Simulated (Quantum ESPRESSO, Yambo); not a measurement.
# Quasiparticle gap of SiO2 (Quartz) in Yambo, part 2 of 3

How does a plane-wave GW calculation on SiO2 (Quartz) run from the first input to the gap?

Quantum ESPRESSO 7.5 and Yambo 5.3.0; LDA and many-body steps on it, plane waves. Known limits of the many-body steps: not at the basis limit; coarse k mesh.

So far. Step 2 (Ground state): The gap is indirect, with the least direct gap 0.32 eV higher. Step 3 (Bands along the symmetry lines): The gap is 5.801 eV, as in the run before at this level.

## (4) Empty states on the mesh, 3×3×2 mesh, 383 bands

Level of this step: DFT, LDA, plane waves, norm-conserving pseudopotentials (Quantum ESPRESSO).

The sums over transitions need many empty states on a uniform mesh; this step solves for them.

The input, pw.in:

```
&control
  calculation = 'nscf'
  prefix = 'x'
  outdir = 'o'
  pseudo_dir = 'pseudo'
/
&system
  ibrav = 0
  nat = 9
  ntyp = 2
  ecutwfc = 72.0
  nbnd = 383
  force_symmorphic = .true.
/
&electrons
  conv_thr = 1e-9
  electron_maxstep = 80
  diago_full_acc = .true.
  diago_thr_init = 5e-6
/
ATOMIC_SPECIES
  Si 28.085 Si.upf
  O 15.999 O.upf
CELL_PARAMETERS angstrom
  4.9158000000 0.0000000000 0.0000000000
  -2.4579000000 4.2572076799 0.0000000000
  0.0000000000 0.0000000000 5.4091000000
ATOMIC_POSITIONS crystal
  Si 0.5303000000 0.0000000000 0.3333333333
  Si 0.0000000000 0.5303000000 0.6666666667
  Si 0.4697000000 0.4697000000 0.0000000000
  O 0.1462000000 0.4142000000 0.8810000000
  O 0.5858000000 0.7320000000 0.2143333333
  O 0.2680000000 0.8538000000 0.5476666667
  O 0.4142000000 0.1462000000 0.1190000000
  O 0.7320000000 0.5858000000 0.7856666667
  O 0.8538000000 0.2680000000 0.4523333333
K_POINTS automatic
  3 3 2 0 0 0
```

Started as:

```console
> OMP_NUM_THREADS=1 mpirun -n 4 pw.x -nk 4 -in pw.in > pw.out
```

Output:

```text
[banner, memory and clock lines left out]
Program PWSCF v.7.5 starts

     Atomic positions and unit cell read from directory:
     o/x.save/

     Message from routine setup:
     using ibrav=0 with symmetry is DISCOURAGED, use correct ibrav instead

     G-vector sticks info

     bravais-lattice index     =            0
     lattice parameter (alat)  =       9.2895  a.u.
     unit-cell volume          =     763.9073 (a.u.)^3
     number of atoms/cell      =            9
     number of atomic types    =            2
     number of electrons       =        48.00
     number of Kohn-Sham states=          383
     kinetic-energy cutoff     =      72.0000  Ry
     charge density cutoff     =     288.0000  Ry
     Exchange-correlation= SLA  PW   NOGX NOGC
                           (   1   4   0   0   0   0   0)

     celldm(1)=   9.289516  celldm(2)=   0.000000  celldm(3)=   0.000000
     celldm(4)=   0.000000  celldm(5)=   0.000000  celldm(6)=   0.000000

     crystal axes: (cart. coord. in units of alat)
               a(1) = (   1.000000   0.000000   0.000000 )
               a(2) = (  -0.500000   0.866025   0.000000 )
               a(3) = (   0.000000   0.000000   1.100350 )

     reciprocal axes: (cart. coord. in units 2 pi/alat)
               b(1) = (  1.000000  0.577350 -0.000000 )
               b(2) = (  0.000000  1.154701  0.000000 )
               b(3) = (  0.000000 -0.000000  0.908802 )
     Pseudo is Norm-conserving + core correction, Zval =  4.0
     Generated using ONCVPSP code by D. R. Hamann
     Using radial grid of 1510 points,  6 beta functions with:
     Pseudo is Norm-conserving + core correction, Zval =  6.0
     Generated using ONCVPSP code by D. R. Hamann
     Using radial grid of  926 points,  5 beta functions with:
     Si                4.00    28.08500     Si( 1.00)
     O                 6.00    15.99900     O ( 1.00)

      2 Sym. Ops. (no inversion) found

   Cartesian axes

     site n.     atom                  positions (alat units)
         1        Si     tau(   1) = (   0.5303000   0.0000000   0.3667833  )
         2        Si     tau(   2) = (  -0.2651500   0.4592533   0.7335666  )
         3        Si     tau(   3) = (   0.2348500   0.4067721   0.0000000  )
         4        O      tau(   4) = (  -0.0609000   0.3587077   0.9694083  )
         5        O      tau(   5) = (   0.2198000   0.6339306   0.2358417  )
         6        O      tau(   6) = (  -0.1589000   0.7394125   0.6026250  )
         7        O      tau(   7) = (   0.3411000   0.1266129   0.1309416  )
         8        O      tau(   8) = (   0.4391000   0.5073177   0.8645082  )
         9        O      tau(   9) = (   0.7198000   0.2320948   0.4977249  )

     number of k points=     8
                       cart. coord. in units 2pi/alat
        k(    1) = (   0.0000000   0.0000000   0.0000000), wk =   0.1111111
        k(    2) = (   0.0000000   0.0000000  -0.4544009), wk =   0.1111111
        k(    3) = (   0.0000000   0.3849002   0.0000000), wk =   0.4444444
[...]
k(    7) = (  -0.3333333   0.1924501   0.0000000), wk =   0.2222222
        k(    8) = (  -0.3333333   0.1924501  -0.4544009), wk =   0.2222222

     Dense  grid:    63145 G-vectors     FFT dimensions: (  54,  54,  60)

     The potential is recalculated from file :
     o/x.save/charge-density

     Starting wfcs are   36 randomized atomic wfcs +  347 random wfcs

     Band Structure Calculation

     End of band structure calculation

          k = 0.0000 0.0000 0.0000 (  7935 PWs)   bands (ev):

   -16.9641 -15.3827 -15.3827 -14.7118 -14.6689 -14.6689  -6.1251  -6.1251
    -3.3212  -3.2978  -3.1291  -3.1291  -0.8184  -0.8184  -0.5568  -0.3047
     0.6468   0.6468   0.6786   1.1626   1.1626   1.4807   1.8479   1.8479
[...]
[... 36 further rows ...]
[...]
119.5869 119.6448 120.1539 120.1539 120.5536 120.9055 120.9056

          k = 0.0000 0.0000-0.4544 (  7912 PWs)   bands (ev):

[...]
[... 36 further rows ...]
[...]
119.0657 119.5537 119.5537 119.8811 120.1835 120.1835 120.4694

          k = 0.0000 0.3849 0.0000 (  7882 PWs)   bands (ev):

[...]
32.8388  33.0733  33.5110  33.8314  34.3217  34.9176  35.2029  35.7642
     [... 36 further rows ...]
   118.5718 118.8207 118.9071 119.1904 119.5492 119.6480 119.8302 119.9461
   120.1379 120.4316 120.6868 120.8759 121.0357 121.2153 121.3148

          k = 0.0000 0.3849-0.4544 (  7896 PWs)   bands (ev):

     [... further k-points ...]

     highest occupied, lowest unoccupied level (ev):     2.1721    7.9734

     XML data file, pseudopotentials, collected wavefunctions
```

Run time: 2 min. Hardware: 4 MPI ranks of Arm Neoverse V1, shared host; peak memory 1.3 GiB; 8.2 min of CPU time.

This step gave:

| Item | Value |
| --- | --- |
| gap | 5.801 eV |
| k of the valence top | 0.3333, 0.3333, 0 |
| k of the conduction bottom | 0, 0, 0 |
| least direct gap | 6.125 eV |
| k points computed | 8 |
| lowest point of the top converged band, above the valence top | 118.2973 eV |

On this mesh the gap is 5.801 eV.

## (5) Conversion and set-up

This step: Yambo 5.3.0; conversion and set-up on LDA, plane waves, norm-conserving pseudopotentials.

The states are converted to the many-body program's format and the q mesh is built.

Started as:

```console
> (cd o/x.save; p2y > p2y.log; mv SAVE ../..); yambo > setup.log
```

Output:

```text
 Yambo, version 5.3.0

 [02] CORE Variables Setup
 =========================

  [02.01] Unit cells
  ==================

  Cell kind             :  HCP
  Atoms in the cell     :  Si  O
  number of Si atoms    :  3
  number of O  atoms    :   6

  List of atomic masses
  Mass of Si    :  28.08500
  Mass of O     :  15.99900

  List of atomic coordinates    : [cc]
  Si1       :  4.926230  0.000000  3.407239  order 1
  Si2       : -2.463115  4.266240  6.814478  order 2
  Si3       :  2.181643  3.778716  0.000000  order 3
  O1       : -0.565732  3.332221  9.005333  order 4
  O2       :  2.041836  5.888908  2.190855  order 5
  O3       : -1.476104  6.868784  5.598094  order 6
  O4       :  3.168654  1.176173  1.216384  order 7
  O5       :  4.079026  4.712736  8.030863  order 8
  O6       :  6.686593  2.156048  4.623624  order 9

  Alat factors          :   9.28952   8.04496  10.22172 [a.u.]
  Direct lattice volume :  763.9073 [a.u.]
  Direct lattice vectors:  A[ 1 ]  A[ 2 ]  A[ 3 ]
   A[ 1 ]:  1.000000  0.000000  0.000000  [iru]
   9.289516  0.000000  0.000000  [cc]
   A[ 2 ]: -0.500000  1.000000  0.000000  [iru]
  -4.644758  8.044957  0.000000  [cc]
   A[ 3 ]:  0.000000  0.000000  1.000000  [iru]
    0.00000   0.00000  10.22172  [cc]

  Recip. lattice volume :  0.324712 [a.u.]
  Recip. lattice vectors:  B[ 1 ]  B[ 2 ]  B[ 3 ]
   B[ 1 ]:  1.000000  0.500000  0.000000  [iku]
   0.676374  0.390505 -0.000000  [cc]
   B[ 2 ]:  0.000000  1.000000  0.000000  [iku]
   0.000000  0.781009  0.000000  [cc]
   B[ 3 ]:  0.000000  0.000000  1.000000  [iku]
   0.000000 -0.000000  0.614690  [cc]

  [02.02] Symmetries
  ==================

  Inversion symmetry    : yes
  Spatial inversion     : no
  Inversion index       :  3
  K-space Time-reversal : yes
  Magnetic symmetries   : no
  Time-reversal derived K-space symmetries:   3   4
  Group table correct   : yes
  Symmetries units      :  [cc]

   [S 1]:   1.0000       0.0000       0.0000      0.18933E-16   1.0000       0.0000       0.0000       0.0000       1.0000
   [S 2]: -0.500000  0.866025  0.000000  0.866025  0.500000  0.000000  0.000000  0.000000 -1.000000
   [S*3]:  -1.0000      -0.0000      -0.0000     -0.18933E-16  -1.0000      -0.0000      -0.0000      -0.0000      -1.0000
   [S*4]:  0.500000 -0.866025 -0.000000 -0.866025 -0.500000 -0.000000 -0.000000 -0.000000  1.000000

  [02.03] Reciprocal space
  ========================

  nG shells         :  2772
  nG charge         :   63145
  nG WFs            :   9381
  nC WFs            :   7935
  G-vecs. in first 80 shells:  [ Number ]
     1    3    9   21   23   29   41   53   59
    71   83   85   97  109  121  145  157  163
   187  199  211  213  225  237  243  267  279
[...]
973   997  1009  1011  1035  1047  1071  1083
  ...
  Shell energy in first 80 shells:  [ mHa ]
[...]
K_min[ 3 ] :  0.000000  0.000000 -0.500000 [rlu]
  Grid dimensions      :  3  3  2
  K lattice UC volume  :  0.018040 [a.u.]

  IBZ K-points                                      :   8
  BZ  K-points                                      :  18

  K/Q-points units:
  rlu = crystal or reduced units; cc = cartesian coordinates; iku = interal k-units

  K [1]          [rlu]:  0.000000  0.000000  0.000000
         WF components:   7935
  K [2]          [rlu]:  0.000000  0.000000 -0.500000
         WF components:   7912
  K [3]          [rlu]:  0.000000  0.333333  0.000000
         WF components:   7882
  K [4]          [rlu]:  0.000000  0.333333 -0.500000
         WF components:   7896
  K [5]          [rlu]:  0.333333  0.333333  0.000000
         WF components:   7866
  [... 2 further k-points ...]
  K [8]          [rlu]: -0.333333  0.333333 -0.500000
         WF components:   7896

  [02.05] Energies & Occupations
  ==============================

  [X] === General ===
  [X] Electronic Temperature                        :  0.000000  0.000000 [eV K]
  [X] Bosonic    Temperature                        :  0.000000  0.000000 [eV K]
  [X] Finite Temperature mode                       : no
  [X] El. density                                   :  0.42403E+24 [cm-3]
  [X] Fermi Level                                   :  2.172053 [eV]

  [X] === Gaps and Widths ===
  [X] Conduction Band Min                           :  5.801365 [eV]
  [X] Valence Band Max                              :  0.000000 [eV]
  [X] Filled Bands                                  :  24
  [X] Empty Bands                                   :    25   383
  [X] Direct Gap                                    :  6.125498 [eV]
  [X] Direct Gap localized at k                     :  1
  [X] Indirect Gap                                  :  5.801365 [eV]
  [X] Indirect Gap between kpts                     :   5   1
  [X] Last valence band width                       :  0.596915 [eV]
  [X] 1st conduction band width                     :  3.097078 [eV]

  E @ K [1]:  [eV]
  -19.13618 -17.55474 -17.55474 -16.88388 -16.84100 -16.84100  -8.29712  -8.29712
[...]
occ @ K [1]
[...]
E @ K [2]:  [eV]
[...]
occ @ K [2]
[...]
E @ K [3]:  [eV]
[...]
occ @ K [3]
[...]
E @ K [4]:  [eV]
[...]
occ @ K [4]
[...]
E @ K [5]:  [eV]
[...]
occ @ K [5]
[...]
[... 2 further k-points ...]
  E @ K [8]:  [eV]
[...]
occ @ K [8]
[...]
0.000000  0.000000  0.000000  0.000000  0.000000  0.000000  0.000000  0.000000
   0.000000  0.000000  0.000000  0.000000  0.000000  0.000000  0.000000  0.000000

 [03] Transferred momenta grid and indexing
 ==========================================

 IBZ Q-points                                      :   8
 BZ  Q-points                                      :  18

 K/Q-points units:
 rlu = crystal or reduced units; cc = cartesian coordinates; iku = interal k-units

 Q [1]          [rlu]:  0.000000  0.000000  0.000000
 Q [2]          [rlu]:  0.000000  0.000000 -0.500000
 Q [3]          [rlu]:  0.72872E-17  0.33333       0.0000
[...]
Q [7]          [rlu]: -0.333333  0.333333  0.000000
 Q [8]          [rlu]: -0.333333  0.333333 -0.500000

  [03.01] X indexes
  =================

   [03.01.01] Sigma indexes
   ========================

 [06] Game Over & Game summary
```

Elapsed: 2.7 s, on 1 MPI rank; peak memory 0.24 GiB.

(Part 2 of 3 ends here.)

[Paths, hosts, dates, memory and timing lines, banners, echoed tables and standing remarks are left out of the program output.]

[Logs are printed without paths, hosts, clocks, repeated set-up lines and the standing remarks that a program may print on its own settings, such as how far it seeks lower states.]

[Runs of the session that timed out or met a known fault of the program may be left out.]

[Hosts, paths, dates, database ids (printed as entryN), source tags and the programs' standing remarks are cut or masked in the printed files.]
